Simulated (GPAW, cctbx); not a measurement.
## Bonding in YBe2P2 as X-rays see it

Question: by how much does bonding change the X-ray structure factors of YBe2P2, how firmly does DFT give the change, and what does a routine refinement make of it?

The start was made by putting kin elements into a known structure type; the compound need not exist, or be stable, in this form. All numbers below are calculated.

## Step 1: Relax the structure

The density hangs on the geometry, so cell and atoms are relaxed first, with the symmetry held. The cutoff is set higher than for the density because stress converges slowly with plane waves.

Settings: GPAW 26.7.0, PBE, 570 eV, 5×5×5 k-points, Fermi–Dirac width 0.1 eV, BFGS to 0.03 eV/Å.

```text
cell
1.0
     3.796000000    0.000000000    0.000000000
     0.000000000    3.796000000    0.000000000
    -1.898000000   -1.898000000    4.582000000
Y P Be
1 2 2
Direct
0.000000000 0.000000000 0.000000000
0.617700000 0.617700000 0.235400000
0.382300000 0.382300000 0.764600000
0.750000000 0.250000000 0.500000000
0.250000000 0.750000000 0.500000000
```

```console
$ OMP_NUM_THREADS=1 mpirun -n 4 gpaw python run.py > gpaw.log
```

```text
BFGS:    0      -24.545662        3.046376
BFGS:    1      -24.823904        2.197475
BFGS:    2      -25.290952        1.188685
BFGS:    3      -25.363746        0.990555
...
BFGS:   13      -26.164907        0.161447
BFGS:   14      -26.169678        0.034908
BFGS:   15      -26.169972        0.017625
cell  3.5453 3.5453 6.4245  106.02 106.02 90.00
volume 74.350 A^3, largest force 0.014 eV/A, largest stress 0.10 GPa
```

The cell moved far, while the k-mesh and basis were chosen for the start, so the final shape may be somewhat biased.

After 15 steps the volume has changed by +12.6 % and the energy by -1.624 eV; the largest stress left is 0.10 GPa. It took 98 s on 4 cores of Intel(R) Xeon(R) Platinum 8375C CPU @ 2.90GHz (Ice Lake) (shared host), peak memory 1.1 GiB.

Relaxed structure: I4/mmm (no. 139), a = 3.5453 Å, b = 3.5453 Å, c = 11.8303 Å, α = 90.00°, β = 90.00°, γ = 90.00°.

```csv
atom,mult.,x,y,z
Y1,2,0,0,0
P1,4,1/2,1/2,0.1368
Be1,4,1/2,0,1/4
```

## Step 2: Density and charge transfer

X-rays see the whole electron density, so the PAW density is rebuilt with its core regions. Subtracting spherical free atoms from the same code cancels the cores and leaves the deformation density Δρ, the part due to bonding.

Settings: PBE, 450 eV, 7×7×7 k-points, Fermi–Dirac width 0.1 eV; primitive cell of 5 atoms.

```console
$ OMP_NUM_THREADS=1 mpirun -n 4 gpaw python run.py > gpaw.log
```

```text
|iter:   1|       0s |  -26.548977 | -0.05 |       |
|iter:   2|       1s |  -26.453211 | -1.84 | -1.13 |
|iter:   3|       1s |  -26.174600 | -1.08 | -1.18 |
...
|iter:   7|       4s |  -26.166127c| -5.46 | -3.05 |
|iter:   8|       5s |  -26.166129c| -7.07 | -3.98 |
|iter:   9|       5s |  -26.166129c| -7.58c| -4.51c|
```

```text
gpts.py:43: UserWarning: Initial realspace grid (18,18,32) inconsistent with symmetries.
gpts.py:43: UserWarning: Initial realspace grid (18,18,32) inconsistent with symmetries.
gpts.py:43: UserWarning: Initial realspace grid (18,18,32) inconsistent with symmetries.
gpts.py:43: UserWarning: Initial realspace grid (18,18,32) inconsistent with symmetries.
gpts.py:70: UserWarning: Using symmetrized grid: (32,32,32).
gpts.py:70: UserWarning: Using symmetrized grid: (32,32,32).
gpts.py:70: UserWarning: Using symmetrized grid: (32,32,32).
gpts.py:70: UserWarning: Using symmetrized grid: (32,32,32).
grid (64, 64, 64)  electrons 77.000  moved by bonding 0.755 e
deformation density beyond 0.5 A of the nuclei: max 0.075, min -0.077 e/A^3
atom        x       y       z   Voronoi charge  moment
Y 1    0.0000  0.0000  0.0000      0.257       0.00
P 2    0.6368  0.6368  0.2736     -0.193       0.00
P 3    0.3632  0.3632  0.7264     -0.193       0.00
Be4    0.2500  0.7500  0.5000      0.065       0.00
Be5    0.7500  0.2500  0.5000      0.065       0.00
mean inner potential of superposed free atoms 18.671 V
total magnetic moment 0.000 muB
```

Deformation density in a plane through the shortest contact of the P atom at the origin, in 0.01 e/Å³ (clipped at ±99); x from -1.6 to 3.8 Å, y from 2.4 down to -2.4 Å:

```text
 -4  -3  -3  -3  -4  -3   .   .   0   3   6   1   .   .  -3   2
 -4  -4  -3  -3  -5  -3   .   .   4   5   7  -1   .   .   .   2
 -4  -3  -2  -2  -1   0   4   3  -1   3   6   2  -4  -4  -2   2
 -3  -2   0   2   4   6   6   2   0   1   4   7   6   4   3   2
 -1   0   2   2   2   4   6   5   2  -1   0   4   5   4   1   0
  0   2   3  -2   .  -5  -1   6   4   0   .   .   0  -2  -2  -2
  1   3   2  -3   .   .  -3   6   6   3   .   .  -1  -5  -4  -3
  0   2   3   0   .  -5   0   5   4  -1   .   .  -2  -3  -3  -3
 -1   1   3   3   2   1   2   2   0  -4  -5  -3  -1  -1  -2  -3
 -3  -1   1   2   3   2   1   0  -2  -3  -3  -2   0  -1  -2  -5
 -1   0   0   0   0  -1  -2  -3  -3  -3  -3  -3  -3  -2   1   0
  1   0   0   0  -1  -2  -3  -4  -4  -4  -3  -4  -5  -1   .   .
  0   0   0   0  -1  -2  -3  -4  -4  -3  -3  -3  -3  -1   .   .
```

Atoms in or within 0.15 Å of the plane: P (0.0, 0.0), P (3.0, 2.1), Be (2.2, 0.0), Be (0.8, 2.1), Be (3.6, -2.1) Å. Dots mark points within about 0.45 Å of a nucleus; large values next to them are atomic features.

P gains most (-0.19 e) and Y loses most (+0.26 e), as electronegativity suggests. Such charges fall far short of formal ones, since overlapping free atoms already put density on their neighbours. Along the shortest contact from the P atom at the map's origin, P–Be at 2.22 Å, Δρ is +0.07 e/Å³ at the midpoint: a modest build-up. At the midpoints of other shortest contacts it is 0.00 (Be–Be, 2.51 Å), +0.01 (Y–P, 2.98 Å) and 0.00 (P–P, 3.24 Å) e/Å³. Point values carry grid noise of about 0.01 e/Å³. The run needed 9 iterations, 14 s.

## Step 3: From the density to structure factors

The Fourier components of Δρ, added to those of the free atoms, give the static X-ray structure factors; the Mott–Bethe relation turns them into the Fourier components V of the potential that fast electrons feel.

```text
static structure factors of the conventional cell: F in electrons, V (Mott-Bethe) in volts
   h  k  l      d  |F| table  |F| free   |F| DFT   change   |V| free  |V| DFT  change %
   0  0  2  5.9151    51.193    51.207    51.051   -0.156     2.063    2.232      8.2
   1  0  1  3.3961    35.462    35.467    34.912   -0.555     1.199    1.396     16.4
   0  0  4  2.9576    30.721    30.713    30.738    0.025     1.595    1.588     -0.4
   1  0  3  2.6365    97.962    98.013    98.440    0.427     6.586    6.495     -1.4
   1  1  0  2.5069    94.443    94.453    94.169   -0.284     5.336    5.391      1.0
   1  1  2  2.3082    61.818    61.791    61.805    0.015     3.831    3.829     -0.1
   0  0  6  1.9717    65.443    65.440    65.389   -0.052     2.687    2.693      0.2
   1  0  5  1.9680    71.587    71.585    71.424   -0.161     3.648    3.667      0.5
   1  1  4  1.9124    13.912    13.854    14.061    0.207     1.040    1.063      2.2
   2  0  0  1.7727    96.677    96.702    96.328   -0.375     5.550    5.586      0.7
   2  0  2  1.6980    41.453    41.492    41.659    0.167     1.034    1.019     -1.4
   2  1  1  1.5715    29.726    29.770    29.987    0.217     0.690    0.674     -2.4
   1  1  6  1.5498    72.212    72.230    72.102   -0.128     3.526    3.536      0.3
   1  0  7  1.5256    18.983    19.041    19.384    0.343     0.076    0.052    -32.3
```

The largest X-ray change is -0.56 e on 101, 1.6 % of |F|. For electrons V goes as (Z − F)/g², so a change of F counts against Z − F, which is small at low angle and wherever the atoms' terms cancel: |V| of 101 moves by +16.4 % (1.20 to 1.40 V) against -1.6 % in |F|. The last three rows still change by up to 0.34 e; the table stops while the angles are still low. The tabulated Hartree–Fock atoms differ from the free DFT atoms by up to 0.06 e, so the choice of reference atom matters too.

## Step 4: Convergence

Cutoff and k-mesh: one is changed at a time, to find what the result needs.

| run | ΔF 101 (e) | ΔF 103 (e) | ΔF 200 (e) | q(P) (e) | moved (e) | time |
| --- | --- | --- | --- | --- | --- | --- |
| 450 eV 7×7×7 | -0.555 | +0.427 | -0.375 | -0.193 | 0.755 | 14 s |
| 250 eV 7×7×7 | -0.558 | +0.421 | -0.377 | -0.194 | 0.741 | 10 s |
| 350 eV 7×7×7 | -0.554 | +0.426 | -0.374 | -0.195 | 0.752 | 13 s |
| 750 eV 7×7×7 | -0.554 | +0.425 | -0.376 | -0.194 | 0.760 | 33 s |
| 450 eV 2×2×2 | -0.573 | +0.497 | -0.656 | -0.223 | 0.828 | 9.8 s |
| 450 eV 4×4×4 | -0.548 | +0.409 | -0.406 | -0.201 | 0.753 | 11 s |

Within 0.01 e of the base on all three: 250 eV 7×7×7, 350 eV 7×7×7 and 750 eV 7×7×7. The largest error, 0.281 e, comes with 450 eV 2×2×2. Times are from shared hosts.

## Step 5: What a spherical-atom refinement makes of it

Routine crystallography fits spherical atoms. To see the bias, intensities are simulated from tabulated atoms plus the DFT change ΔF, so that bonding alone can misfit (3426 reflections of the full sphere, merged to the counts below, to 0.45 Å, 1.5 % proportional noise plus counting noise, assumed isotropic U as listed, Δρ smeared by the mean U) and refined with cctbx over different ranges.

```
                    range  data      R1  GooF  U Y1 (true 0.0068)  U P1 (true 0.0094)  U Be1 (true 0.0125)  largest shift (Å)  Δρ max, min (e/Å³)
                 all data   296  0.0035  1.08              0.0068              0.0094               0.0128             0.0001         0.13, -0.17
 low resolution, d > 0.84    59  0.0032  1.40              0.0068              0.0093               0.0124             0.0002         0.07, -0.09
     high order, d < 0.75   218  0.0037  0.96              0.0068              0.0094               0.0128             0.0004         0.17, -0.12
occupancies free, d > 0.7    91  0.0032  1.30              0.0068              0.0093               0.0133             0.0002         0.08, -0.09
```

With all data GooF is 1.08, diluted by the many high-angle data; the misfit shows at low resolution; the top residual peak, near noise level, lies 0.94 Å from P and 1.28 Å from Be, between them. No U is off by more than 3 s.u. at low resolution. With Y1 held at 1 and the scale free, the other occupancies refine to P1 1.001(0.002) and Be1 1.010(0.011), within three s.u. of full.

## Step 6: Answer

Bonding moves 0.76 e in the primitive cell of YBe2P2 and changes the structure factors of the conventional cell in the table above by at most 0.56 e (101, 1.6 %), and among reflections above 2 % of the strongest by up to 1.8 % (107). The shortest bond, P–Be, has Δρ = +0.07 e/Å³ at its midpoint. Within 0.01 e of the base on all three: 250 eV 7×7×7, 350 eV 7×7×7 and 750 eV 7×7×7. The largest error, 0.281 e, comes with 450 eV 2×2×2. With all data GooF is 1.08, diluted by the many high-angle data. Limits: static density, frozen cores, no spin–orbit coupling.

[Outputs are excerpts: Python notices, other lines and further rows are left out; steps that failed or that the build refused (PBEsol, TPSS) are not shown.]

[Logs are printed without paths, hosts, clocks, repeated set-up lines and the standing remarks that a program may print on its own settings, such as how far it seeks lower states.]
